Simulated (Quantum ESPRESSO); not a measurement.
# FePt: orders under a distortion at fixed volume

Aim: follow moments and order energies of FePt with a distortion at fixed volume.

Method: PBE; plane waves with GBRV 1.5 PBE potentials, no spin-orbit coupling, in Quantum ESPRESSO 7.5.

## (1) Set-up

Symmetry: P4/mmm, No. 123, tetragonal system. The conventional cell has a = 2.724 Å, b = 2.724 Å, c = 3.713 Å, α = 90.00°, β = 90.00°, γ = 90.00°. Nearest to Fe lie 8 Pt at 2.68 Å and 4 Fe at 2.72 Å. Pt has 8 Fe at 2.68 Å and 4 Pt at 2.72 Å nearest. Farther neighbours are not listed.

The lattice constants were typed from memory of published values and not checked against a source.

## (2) Factor along z 0.9043, ferro +

Lengths along Cartesian z scale by the factor and those normal to it by its inverse root. Atoms keep their fractional places. Seeded atoms are those given a starting moment.

Input file pw.in:

```
&CONTROL
  calculation = 'scf'
  prefix = 'pwscf'
  outdir = './tmp'
  pseudo_dir = './pseudo'
  disk_io = 'nowf'
  tprnfor = .true.
  tstress = .true.
/
&SYSTEM
  ibrav = 0
  celldm(1) = 8
  nat = 2
  ntyp = 2
  ecutwfc = 40
  ecutrho = 280
  nbnd = 24
  occupations = 'smearing'
  smearing = 'fd'
  degauss = 0.00367493
  nspin = 2
  starting_magnetization(1) = 0.175
  starting_magnetization(2) = 0
/
&ELECTRONS
  conv_thr = 4d-09
  electron_maxstep = 150
  mixing_beta = 0.3
/
ATOMIC_SPECIES
Fe     55.8450 fe_pbe_v1.5.uspp.F.UPF
Pt    195.0840 pt_pbe_v1.4.uspp.F.UPF
CELL_PARAMETERS alat
   0.6765873039209    0.0000000000000    0.0000000000000
   0.0000000000000    0.6765873039209    0.0000000000000
   0.0000000000000    0.0000000000000    0.7931336211244
ATOMIC_POSITIONS crystal
Fe      0.0000000000    0.0000000000    0.0000000000
Pt      0.5000000000    0.5000000000    0.5000000000
K_POINTS automatic
14 14 14 0 0 0
```

The run is started by

```sh
OMP_NUM_THREADS=1 mpirun -n 4 pw.x -nk 4 -in pw.in > pw.out
```

Log:

```text
Program PWSCF v.7.5 starts

     Message from routine setup:
     using ibrav=0 with symmetry is DISCOURAGED, use correct ibrav instead

     K-points division:     npool     =       4
     Subspace diagonalization in iterative solution of the eigenvalue problem:

     bravais-lattice index     =            0
     lattice parameter (alat)  =       8.0000  a.u.
     unit-cell volume          =     185.8934 (a.u.)^3
     number of atoms/cell      =            2
     number of atomic types    =            2
     number of electrons       =        32.00
     number of Kohn-Sham states=           24
     kinetic-energy cutoff     =      40.0000  Ry
     charge density cutoff     =     280.0000  Ry
     scf convergence threshold =      4.0E-09
     mixing beta               =       0.3000
     number of iterations used =            8  plain     mixing
     Exchange-correlation=  SLA  PW   PBX  PBC
                           (   1   4   3   4   0   0   0)

     celldm(1)=   8.000000  celldm(2)=   0.000000  celldm(3)=   0.000000
     celldm(4)=   0.000000  celldm(5)=   0.000000  celldm(6)=   0.000000

     crystal axes: (cart. coord. in units of alat)
               a(1) = (   0.676587   0.000000   0.000000 )
               a(2) = (   0.000000   0.676587   0.000000 )
               a(3) = (   0.000000   0.000000   0.793134 )

     reciprocal axes: (cart. coord. in units 2 pi/alat)
               b(1) = (  1.478006  0.000000  0.000000 )
               b(2) = (  0.000000  1.478006  0.000000 )
               b(3) = (  0.000000  0.000000  1.260822 )

     PseudoPot. # 1 for Fe read from file:
     fe_pbe_v1.5.uspp.F.UPF
     Pseudo is Ultrasoft + core correction, Zval = 16.0

     PseudoPot. # 2 for Pt read from file:
     pt_pbe_v1.4.uspp.F.UPF
     Pseudo is Ultrasoft + core correction, Zval = 16.0

     atomic species   valence    mass     pseudopotential
     Fe               16.00    55.84500     Fe( 1.00)
     Pt               16.00   195.08400     Pt( 1.00)

     Starting magnetic structure
     atomic species   magnetization
     Fe              0.175
     Pt              0.000

     16 Sym. Ops., with inversion, found

   Cartesian axes

     site n.     atom                  positions (alat units)
         1        Fe     tau(   1) = (   0.0000000   0.0000000   0.0000000  )
         2        Pt     tau(   2) = (   0.3382937   0.3382937   0.3965668  )

     number of k points=   288  Fermi-Dirac smearing, width (Ry)=  0.0037

     Number of k-points >= 100: set verbosity='high' to print them.

     Dense  grid:    14729 G-vectors     FFT dimensions: (  30,  30,  36)

     Smooth grid:     6349 G-vectors     FFT dimensions: (  24,  24,  25)

     Check: negative core charge=   -0.000029
     Generating pointlists ...
     new r_m :   0.2563 (alat units)  2.0507 (a.u.) for type    1
     new r_m :   0.2563 (alat units)  2.0507 (a.u.) for type    2

     Initial potential from superposition of free atoms

     starting charge      30.5000, renormalised to      32.0000

     negative rho (up, down):  9.413E-02 9.423E-02
     Starting wfcs are   25 randomized atomic wfcs

     Self-consistent Calculation

     iteration #  1     ecut=    40.00 Ry     beta= 0.30
     Davidson diagonalization with overlap
     ethr =  1.00E-02,  avg # of iterations =  4.0

     negative rho (up, down):  8.723E-02 8.717E-02

     total energy              =    -458.97439797 Ry
     estimated scf accuracy    <       7.09977233 Ry

     total magnetization       =     0.88 Bohr mag/cell
     absolute magnetization    =     1.01 Bohr mag/cell

     iteration #  2     ecut=    40.00 Ry     beta= 0.30
     Davidson diagonalization with overlap
     ethr =  1.00E-02,  avg # of iterations =  2.0

     negative rho (up, down):  8.774E-02 8.763E-02

     total energy              =    -460.13042420 Ry
     estimated scf accuracy    <      11.61605399 Ry

     total magnetization       =     1.03 Bohr mag/cell
     absolute magnetization    =     1.08 Bohr mag/cell

     [... further iterations left out ...]

     iteration # 13     ecut=    40.00 Ry     beta= 0.30
     Davidson diagonalization with overlap
     ethr =  1.27E-09,  avg # of iterations =  2.0

     negative rho (up, down):  8.716E-02 8.258E-02

     total energy              =    -461.06506375 Ry
     estimated scf accuracy    <       0.00000003 Ry

     total magnetization       =     3.50 Bohr mag/cell
     absolute magnetization    =     3.63 Bohr mag/cell

     iteration # 14     ecut=    40.00 Ry     beta= 0.30
     Davidson diagonalization with overlap
     ethr =  7.95E-11,  avg # of iterations =  3.0

     negative rho (up, down):  8.716E-02 8.258E-02

     Magnetic moment per site  (integrated on atomic sphere of radius R)
     atom   1 (R=0.256)  charge= 14.6374  magn=  3.0501
     atom   2 (R=0.256)  charge= 13.6283  magn=  0.4757

     End of self-consistent calculation

     Number of k-points >= 100: set verbosity='high' to print the bands.

     the Fermi energy is    20.2707 ev

!    total energy              =    -461.06506378 Ry
     estimated scf accuracy    <          3.1E-09 Ry
     smearing contrib. (-TS)   =      -0.00120400 Ry
     internal energy E=F+TS    =    -461.06385978 Ry

     The total energy is F=E-TS. E is the sum of the following terms:
     one-electron contribution =    -143.83716431 Ry
     hartree contribution      =      95.41515852 Ry
     xc contribution           =     -86.21031164 Ry
     ewald contribution        =    -326.43154234 Ry

     total magnetization       =     3.50 Bohr mag/cell
     absolute magnetization    =     3.63 Bohr mag/cell

     convergence has been achieved in  14 iterations

     negative rho (up, down):  8.716E-02 8.258E-02

     Forces acting on atoms (cartesian axes, Ry/au):

     atom    1 type  1   force =     0.00000000    0.00000000    0.00000000
     atom    2 type  2   force =     0.00000000    0.00000000    0.00000000

     Total force =     0.000000     Total SCF correction =     0.000000

     Computing stress (Cartesian axis) and pressure

     negative rho (up, down):  8.716E-02 8.258E-02
          total   stress  (Ry/bohr**3)                   (kbar)     P=       50.77
  -0.00003609   0.00000000   0.00000000           -5.31        0.00        0.00
   0.00000000  -0.00003609   0.00000000            0.00       -5.31        0.00
   0.00000000   0.00000000   0.00110761            0.00        0.00      162.93

=------------------------------------------------------------------------------=
   JOB DONE.
=------------------------------------------------------------------------------=
```

It took 48 s on 4 MPI ranks of Intel Xeon at 2.70GHz, shared host; peak memory 0.46 GiB.

Spin moment in the atom's sphere by atom:

```tsv
atom	spin moment in the atom's sphere (μB)
Fe1	3.05
Pt2	0.48
```

This step gave:

| Property | Result |
| --- | --- |
| smearing term TS | 0.01638 eV |
| pressure | 5.077 GPa |
| magnetization | 3.497 μB |
| absolute magnetization | 3.635 μB |
| final state | ferromagnetic |

## (3) Factor along z 0.9043, no spin polarisation

Edit pw.in of step 2 so:

```diff
@@ -16,3 +16,3 @@
   ecutrho = 280
-  nbnd = 24
+  nbnd = 23
   occupations = 'smearing'
@@ -20,5 +20,2 @@
   degauss = 0.00367493
-  nspin = 2
-  starting_magnetization(1) = 0.175
-  starting_magnetization(2) = 0
 /
```

Log:

```text
     [... lines left out ...]
Program PWSCF v.7.5 starts
     [... lines left out ...]
     number of atoms/cell      =            2
     [... lines left out ...]
     number of electrons       =        32.00
     number of Kohn-Sham states=           23
     kinetic-energy cutoff     =      40.0000  Ry
     charge density cutoff     =     280.0000  Ry
     scf convergence threshold =      4.0E-09
     [... lines left out ...]
     16 Sym. Ops., with inversion, found
     [... lines left out ...]
     number of k points=   288  Fermi-Dirac smearing, width (Ry)=  0.0037
     [... lines left out ...]
     iteration # 15     ecut=    40.00 Ry     beta= 0.30
     [... lines left out ...]
     the Fermi energy is    19.7937 ev
!    total energy              =    -461.00145288 Ry
     estimated scf accuracy    <          6.3E-10 Ry
     smearing contrib. (-TS)   =      -0.00317783 Ry
     [... lines left out ...]
     convergence has been achieved in  15 iterations
     [... lines left out ...]
     Total force =     0.000000     Total SCF correction =     0.000000
     [... lines left out ...]
          total   stress  (Ry/bohr**3)                   (kbar)     P=     -111.51
     [... lines left out ...]
```

Wall time 26 s (4 MPI ranks); peak memory 0.35 GiB.

Read from the output:

```
smearing term TS : 0.04324 eV
pressure         : -11.15 GPa
final state      : non-magnetic (no spin polarisation)
```

## (4) Factor along z 1.0913, ferro +

Edit pw.in of step 3 so:

```diff
@@ -16,3 +16,3 @@
   ecutrho = 280
-  nbnd = 23
+  nbnd = 24
   occupations = 'smearing'
@@ -20,2 +20,5 @@
   degauss = 0.00367493
+  nspin = 2
+  starting_magnetization(1) = 0.175
+  starting_magnetization(2) = 0
 /
@@ -30,5 +33,5 @@
 CELL_PARAMETERS alat
-   0.6765873039209    0.0000000000000    0.0000000000000
-   0.0000000000000    0.6765873039209    0.0000000000000
-   0.0000000000000    0.0000000000000    0.7931336211244
+   0.6158969194390    0.0000000000000    0.0000000000000
+   0.0000000000000    0.6158969194390    0.0000000000000
+   0.0000000000000    0.0000000000000    0.9571455498541
 ATOMIC_POSITIONS crystal
```

Log:

```text
     [... lines left out ...]
Program PWSCF v.7.5 starts
     [... lines left out ...]
     number of atoms/cell      =            2
     [... lines left out ...]
     number of electrons       =        32.00
     number of Kohn-Sham states=           24
     kinetic-energy cutoff     =      40.0000  Ry
     charge density cutoff     =     280.0000  Ry
     scf convergence threshold =      4.0E-09
     [... lines left out ...]
     16 Sym. Ops., with inversion, found
     [... lines left out ...]
     number of k points=   288  Fermi-Dirac smearing, width (Ry)=  0.0037
     [... lines left out ...]
     iteration # 17     ecut=    40.00 Ry     beta= 0.30
     [... lines left out ...]
     Magnetic moment per site  (integrated on atomic sphere of radius R)
     atom   1 (R=0.254)  charge= 14.5501  magn=  2.9269
     atom   2 (R=0.254)  charge= 13.5796  magn=  0.3113
     [... lines left out ...]
     the Fermi energy is    19.9737 ev
!    total energy              =    -461.06691850 Ry
     estimated scf accuracy    <          2.4E-10 Ry
     smearing contrib. (-TS)   =      -0.00081451 Ry
     [... lines left out ...]
     total magnetization       =     3.16 Bohr mag/cell
     absolute magnetization    =     3.37 Bohr mag/cell
     convergence has been achieved in  17 iterations
     [... lines left out ...]
     Total force =     0.000000     Total SCF correction =     0.000000
     [... lines left out ...]
          total   stress  (Ry/bohr**3)                   (kbar)     P=       53.01
     [... lines left out ...]
```

The job ended after 40 s (4 MPI ranks; peak memory 0.45 GiB; 2.6 min of CPU time).

Numbers from this step:

```
smearing term TS       : 0.01108 eV
pressure               : 5.301 GPa
magnetization          : 3.164 μB
absolute magnetization : 3.372 μB
final state            : ferromagnetic
largest moment         : 2.927 μB
```

## (5) The series

The runs not shown differ from these in the moved quantity alone.

States, by row:

```tsv
tetragonal	ferro +	no spin polarisation
0.9043	ferromagnetic	non-magnetic
0.9287	ferromagnetic	non-magnetic
0.9528	ferromagnetic	non-magnetic
0.9765	ferromagnetic	non-magnetic
1	ferromagnetic	non-magnetic
1.023	ferromagnetic	non-magnetic
1.046	ferromagnetic	non-magnetic
1.069	ferromagnetic	non-magnetic
1.091	ferromagnetic	non-magnetic
```

Table of largest site moment, ferro + by tetragonal:

```tsv
tetragonal (factor)	largest site moment, ferro + (μB)
0.9043	3.05
0.9287	3.04
0.9528	3.04
0.9765	3.02
1.0000	3.00
1.0232	2.98
1.0461	2.96
1.0688	2.94
1.0913	2.93
```

Energy less that of the parallel start, no spin polarisation against tetragonal:

```tsv
tetragonal (factor)	energy less that of the parallel start, no spin polarisation (meV a seeded atom)
0.9043	865
0.9287	848
0.9528	826
0.9765	806
1.0000	793
1.0232	788
1.0461	789
1.0688	794
1.0913	800
```

Energy over the lowest against tetragonal; values in meV an atom:

```tsv
tetragonal (factor)	ferro +	no spin polarisation
0.9043	87.4	520
0.9287	51.3	475
0.9528	24.6	438
0.9765	7.83	411
1.0000	0	397
1.0232	2.09	396
1.0461	15.1	409
1.0688	39.2	436
1.0913	74.8	475
```

## (6) Summary of results

```json
{"moment, parallel start": "2.93 to 3.05 μB", "states met from these starts": "ferromagnetic"}
```

The moment of the parallel start goes from 3.05 μB at 0.9043 to 2.93 μB at 1.0913. The net moment of the cell goes from 3.50 to 3.16 μB. The radius of the spheres follows the nearest distance, so part of the change of the site moments is the spheres'. Only a parallel start was run beside the spinless one, so opposed or spiral orders, which may lie lower, are not probed.

[Logs and program files are shortened in this print: banners, set-up blocks, solver, clock and traceback lines can be left out without a mark of their own.]

[Logs are printed without paths, hosts, clocks, repeated set-up lines and the standing remarks that a program may print on its own settings, such as how far it seeks lower states.]

[Hosts, paths, dates, database ids (printed as entryN), source tags and the programs' standing remarks are cut or masked in the printed files.]

[Where a cell is said to come from a database of computed structures, the database is the Materials Project.]
